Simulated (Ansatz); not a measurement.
An input for Ansatz 0.2.0 (TlAsF6 (R-3)):

```yaml
crystal:
  lattice:
    - [7.4414477976, 4.296321889, 4.9654465514]
    - [-7.4414477976, 4.296321889, 4.9654465514]
    - [0.0, -4.2963218891, 2.4827232757]
  atoms:
    - { symbol: Tl, position: [0.0, 0.0, 0.0] }
    - { symbol: As, position: [0.25, 0.25, 0.5] }
    - { symbol: F, position: [0.34902405, 0.394749115, 0.42303816] }
    - { symbol: F, position: [0.394749115, 0.21151908, 0.6980481] }
    - { symbol: F, position: [0.105250885, 0.28848092, 0.3019519] }
    - { symbol: F, position: [0.21151908, 0.34902405, 0.78949823] }
    - { symbol: F, position: [0.28848092, 0.15097595, 0.21050177] }
    - { symbol: F, position: [0.15097595, 0.105250885, 0.57696184] }
    - { symbol: Tl, position: [0.0, 0.5, 0.0] }
    - { symbol: As, position: [0.25, 0.75, 0.5] }
    - { symbol: F, position: [0.34902405, 0.894749115, 0.42303816] }
    - { symbol: F, position: [0.394749115, 0.71151908, 0.6980481] }
    - { symbol: F, position: [0.105250885, 0.78848092, 0.3019519] }
    - { symbol: F, position: [0.21151908, 0.84902405, 0.78949823] }
    - { symbol: F, position: [0.28848092, 0.65097595, 0.21050177] }
    - { symbol: F, position: [0.15097595, 0.605250885, 0.57696184] }
    - { symbol: Tl, position: [0.5, 0.0, 0.0] }
    - { symbol: As, position: [0.75, 0.25, 0.5] }
    - { symbol: F, position: [0.84902405, 0.394749115, 0.42303816] }
    - { symbol: F, position: [0.894749115, 0.21151908, 0.6980481] }
    - { symbol: F, position: [0.605250885, 0.28848092, 0.3019519] }
    - { symbol: F, position: [0.71151908, 0.34902405, 0.78949823] }
    - { symbol: F, position: [0.78848092, 0.15097595, 0.21050177] }
    - { symbol: F, position: [0.65097595, 0.105250885, 0.57696184] }
    - { symbol: Tl, position: [0.5, 0.5, 0.0] }
    - { symbol: As, position: [0.75, 0.75, 0.5] }
    - { symbol: F, position: [0.84902405, 0.894749115, 0.42303816] }
    - { symbol: F, position: [0.894749115, 0.71151908, 0.6980481] }
    - { symbol: F, position: [0.605250885, 0.78848092, 0.3019519] }
    - { symbol: F, position: [0.71151908, 0.84902405, 0.78949823] }
    - { symbol: F, position: [0.78848092, 0.65097595, 0.21050177] }
    - { symbol: F, position: [0.65097595, 0.605250885, 0.57696184] }
kpoints:
  mp_grid: { grid: [1, 1, 2] }
hamiltonian:
  xc: lda
scf:
  occupations: { method: fixed }
gw:
  n_empty_bands: 500
  ecut_chi: 60.0
  qp_bands: [v1, c1]
  qp_kpoints: band_edges
  screening: { model: contour_deformation }
```

```sh
ansatz run input.yaml --threads 16 --pin off --max-ram 36864MiB --backend cpu --events-out ev --progress --plain --runs-dir out
```

**Question.** How long will it take on 16 threads of Arm Neoverse V2, shared host, and how much memory?

It took 22 s; on shared hardware allow 11 s to 44 s. Peak host memory was 2.9 GiB. The sizes that set the cost: 9373 plane waves a state, 2 irreducible k points, 640 bands summed, 505 plane waves in the screening and 8 SCF cycles.

The screening grows as filled bands × empty bands × pairs of k points, times the square of the screening basis for the matrix.

[Paths, hosts, dates, memory and timing lines, banners, echoed tables and standing remarks are left out of the program output.]

[Logs are printed without paths, hosts, clocks, repeated set-up lines and the standing remarks that a program may print on its own settings, such as how far it seeks lower states.]

[Runs of the session that timed out or met a known fault of the program may be left out.]

[Cells called generated may have been cut or substituted from an entry of the Crystallography Open Database or the Materials Project.]

[Hosts, paths, dates, database ids (printed as entryN), source tags and the programs' standing remarks are cut or masked in the printed files.]
